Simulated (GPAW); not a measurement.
# Surface energy and work function of W(100) from slabs of 4 to 14 layers (LDA)

How do energy and work function of W(100) films settle with thickness, and what surface energy follows?

How it was computed: GPAW 26.7.0, plane waves at 450 eV with PAW setups; symmetric 1×1 slabs cut at the tabulated lattice constant (two decimals; low-temperature values for the alkali metals), atoms at bulk places, 7.5 Å of vacuum on each side, one in-plane mesh for all thicknesses, Fermi-Dirac smearing of 0.1 eV. Energies are extrapolated to zero smearing and count from the program's reference atoms. Functional LDA. The cell's area is 9.986 Å².

The runs, one held back:

```
layers  energy (eV)  work function (eV)
     4     −45.0695                4.46
     5     −57.9391                4.52
     6     −70.7591                4.50
     7     −83.5664                4.50
     8     −96.3411                4.50
     9    −109.1488                4.51
    10    −121.9499                4.51
    11    −134.7491                4.50
    12    −147.5442                4.51
    14            ?                   ?
```

**Question.** What surface energy do these runs give, and what energy and work function should the 14-layer slab have?

Worked answer. A slab of n layers has E(n) = nε + 2Aγ once its middle is bulk-like. A line through n = 6 to 12 has the slope ε = −12.7975 eV a layer and the intercept 2Aγ = 6.0261 eV (r.m.s. residual 6.3 meV). So γ = 6.0261 / (2 × 9.986 Å²) = 0.3017 eV/Å² = 4.83 J/m², with a standard error of about 0.01 J/m² from the scatter about the line. For 14 layers: 6.0261 + 14 × (−12.7975) = −173.139 eV; the run gives −173.141 eV, 2.2 meV under the line. The work function has no such law: from 6 to 12 layers it moves between 4.50 and 4.51 eV (mean 4.50), and the 14-layer slab gives 4.51 eV. The thinnest slab, 4 layers, lies −0.04 eV from that mean. The measured value for this face is 4.65 eV (“Anisotropic work function of elemental crystals” (2019, arxiv:1902.07811)), for a face that reconstructs.

Caveats: The surfaces are unrelaxed, so γ is an upper bound for this functional and lattice constant. The tabulated lattice constant isn't the functional's own, which strains the slab a little. Spin-orbit coupling is left out.

[Logs are printed without paths, hosts, clocks, repeated set-up lines and the standing remarks that a program may print on its own settings, such as how far it seeks lower states.]
